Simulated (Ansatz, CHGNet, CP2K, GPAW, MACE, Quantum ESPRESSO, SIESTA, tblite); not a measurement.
# Forces in random packing of 91Li3PO4-9P3N5 (mol %) (88 atoms), program by program

One geometry of random packing of 91Li3PO4-9P3N5 (mol %) (88 atoms) is solved by several programs and methods. How far do their forces lie from a plane-wave PBE run?

Results are calculated, not measured.

### 1. The structure

The cell holds 88 atoms (30 Li, 13 P, 40 O and 5 N), with edges of 9.86, 9.86 and 9.86 Å. Recipe: 88 atoms (30 Li, 13 P, 40 O, 5 N) packed at random in a cube at 2.29 g/cm³ and pushed apart as soft spheres, cations and anions kept from their own kind; a start for melting by ab initio MD, not an equilibrated structure. Then every atom was moved at random, 0.05 Å r.m.s. a Cartesian component. The density is 2.29 g/cm³.

### 2. The reference input

Quantum ESPRESSO 7.5: Kohn-Sham DFT, PBE, SSSP efficiency 1.3.0 pseudopotentials, plane waves. Its input, pw.in:

```
&control
  calculation = 'scf'
  pseudo_dir = './pseudo'
  outdir = './tmp'
  disk_io = 'none'
  tprnfor = .true.
  tstress = .true.
/
&system
  ibrav = 0
  nat = 88
  ntyp = 4
  ecutwfc = 60
  ecutrho = 480
  nosym = .true.
  occupations = 'smearing'
  smearing = 'fd'
  degauss = 0.003675
/
&electrons
  conv_thr = 4.4e-07
  electron_maxstep = 100
  mixing_beta = 0.4
  mixing_mode = 'plain'
  diagonalization = 'david'
/
ATOMIC_SPECIES
Li 6.940 Li.upf
P 30.974 P.upf
O 15.999 O.upf
N 14.007 N.upf
CELL_PARAMETERS angstrom
9.86300 0.00000 0.00000
0.00000 9.86300 0.00000
0.00000 0.00000 9.86300
ATOMIC_POSITIONS crystal
Li 0.95642 0.68802 0.53714
Li 0.71982 0.90699 0.02866
Li 0.60699 0.66033 0.62101
Li 0.45255 0.83566 0.73053
[... 82 atom lines left out ...]
N 0.66524 0.88016 0.60932
N 0.54687 0.45371 0.12541
K_POINTS gamma
```

```console
$ OMP_NUM_THREADS=1 mpirun -np 4 pw.x -in pw.in > output.txt
```

The job ended after 8.3 min (4 MPI ranks of Arm Neoverse V2, shared host; peak memory 2.7 GiB).

It converged with an r.m.s. force component of 1.5 eV/Å and a pressure of -3.6 GPa.

### 3. What was run beside it

- CHGNet: machine-learned potential, published weights.
- CP2K 2026.2: Gaussian basis with GTH pseudopotentials and a plane-wave density; labels give functional, basis (MOLOPT sets; SR short-range, UZH the newer set with its own potentials), grid cutoff/relative cutoff and solver (OT: orbital transformation; TRS4, TC2, SIGN: linear-scaling purification with its sparsity filter), or its built-in tight binding.
- GPAW 26.7.0: PAW with atomic orbitals (LCAO), plane waves or a real-space grid of spacing h.
- MACE: machine-learned potential, published weights.
- SIESTA 5.4.2: numerical atomic orbitals, whose automatically made sets are far from complete, with PseudoDojo norm-conserving potentials that we converted to its format (checked against plane waves on the same files for H, C, O, Si, Ge and Ca alone); labels give functional, basis size, energy shift and mesh cutoff.
- tblite 0.8.0: extended tight binding, driven from Python.

All use the same cell and atoms, and the electronic-structure runs the same k-mesh.

### 4. Side by side

Differences are against the reference: forces as r.m.s. over components, share as that over the reference's r.m.s. force, slope as the fitted ratio of a run's forces to the reference's.

```csv
run,"Δ force, r.m.s. (meV/Å)",share (%),slope,Δ pressure (GPa),cores,CPU time,memory (GiB)
reference,-,-,-,-,4,33 min,2.7
CHGNet r2SCAN potential,659,45.2,1.156,-1.99,1,5.1 s,1.6
"CP2K PBE, DZVP-MOLOPT-SR, 280/50 Ry, diagonalisation (coarse)",105,7.19,1.000,1.36,2,23 min,0.99
"CP2K PBE, DZVP-MOLOPT-SR, 800/50 Ry, diagonalisation",49.4,3.39,1.000,0.961,4,35 min,5.2
"CP2K PBE, SZV-MOLOPT-SR, 800/50 Ry, diagonalisation (coarse)",1817,125,0.329,22.8,2,14 min,4
"GPAW PBE, LCAO dzp, h 0.18 Å",299,20.5,0.910,-,1,8.1 min,1.5
"GPAW PBE, LCAO sz(dzp), h 0.18 Å (coarse)",1902,131,0.288,-,1,2 min,1.1
MACE MP-0b2 small potential,489,33.6,1.019,2.29,1,7.2 s,0.67
MACE MPA-0 medium potential,358,24.6,0.989,1.19,1,9.2 s,1.2
"SIESTA PBE, DZP, shift 0.01 Ry, mesh 500 Ry",411,28.2,0.858,1.70,2,20 min,2.5
"SIESTA PBE, SZ, shift 0.01 Ry, mesh 500 Ry (coarse)",1912,131,0.298,13.4,1,4.2 min,0.93
"SIESTA PBE, SZ, shift 0.02 Ry, mesh 500 Ry (coarse)",1759,121,0.355,6.34,1,3.7 min,0.81
tblite GFN1-xTB,654,44.9,1.062,-5.38,1,6.1 s,0.12
```

Rows marked coarse use a setting chosen to be so.

Times of the machine-learned potentials are mostly Python's start and the loading of weights.

CPU time is summed over cores on shared hosts, so it is rough.

### 5. Findings

Forces lie from 3.4 % (CP2K PBE, DZVP-MOLOPT-SR, 800/50 Ry, diagonalisation) to 131 % (SIESTA PBE, SZ, shift 0.01 Ry, mesh 500 Ry, coarse) of the reference's r.m.s. force of 1.5 eV/Å away from it. The PBE runs in local orbitals, coarse settings apart, differ by 3.4 % (CP2K PBE, DZVP-MOLOPT-SR, 800/50 Ry, diagonalisation) to 28 % (SIESTA PBE, DZP, shift 0.01 Ry, mesh 500 Ry); basis, grid and potentials can all enter. Tight binding differs by 45 % (tblite GFN1-xTB); it is another model, with fitted parameters of its own, and the xTB methods hold dispersion. Machine-learned potentials differ by 25 % (MACE MPA-0 medium potential) to 45 % (CHGNet r2SCAN potential); they were trained on other programs' data, some at another functional.

Runs with settings chosen to be coarse differ by 7.2 % (CP2K PBE, DZVP-MOLOPT-SR, 280/50 Ry, diagonalisation) to 131 % (SIESTA PBE, SZ, shift 0.01 Ry, mesh 500 Ry), their programs' other errors included. SIESTA PBE, DZP, shift 0.01 Ry, mesh 500 Ry softens the forces by a factor of 0.86 while following their directions (correlation 0.962). From CP2K PBE, DZVP-MOLOPT-SR, 280/50 Ry, diagonalisation to the finer CP2K PBE, DZVP-MOLOPT-SR, 800/50 Ry, diagonalisation the share falls from 7.2 to 3.4 %. Pressures at PBE, coarse settings apart, lie +0.96 to +1.70 GPa from the reference's.

**Limits.** Periodic xTB results under one method name differ between programs and library versions. The potentials hold different valence shells: 420 electrons in the reference, 360 in GPAW; this bears on time and differences. The reference's pressure holds the uncorrected Pulay stress of its 60 Ry basis, so small pressure differences, may be the reference's own error. Machine-learned potentials mimic data converged in k, so the reference's own k-point error enters their differences. The electronic-structure runs sample only Γ, in a cell whose shortest periodic width is 10 Å, which is coarse for a cell with partly filled levels. The reference's pressure of -3.6 GPa reflects the volume that the recipe set, positions that aren't this level's minimum and the basis. The reference has no spin polarisation, so local moments can't form. Where levels are smeared, the DFT runs use Fermi–Dirac occupations at 580 K (0.05 eV), and energies are free energies. The atoms were displaced at random, and shares hang on the size of the forces that this gives. The reference's cutoffs and mesh weren't converged further here.

[Long decimals in the printed logs are rounded to 6 places.]

[Logs are printed without paths, hosts, clocks, repeated set-up lines and the standing remarks that a program may print on its own settings, such as how far it seeks lower states.]

[Hosts, paths, dates, database ids (printed as entryN), source tags and the programs' standing remarks are cut or masked in the printed files.]

[Only finished runs are shown, without SIESTA runs on faulty potentials for Cu, Fe, Ni or Zn; cells were taken only where this reference lay near another plane-wave run.]
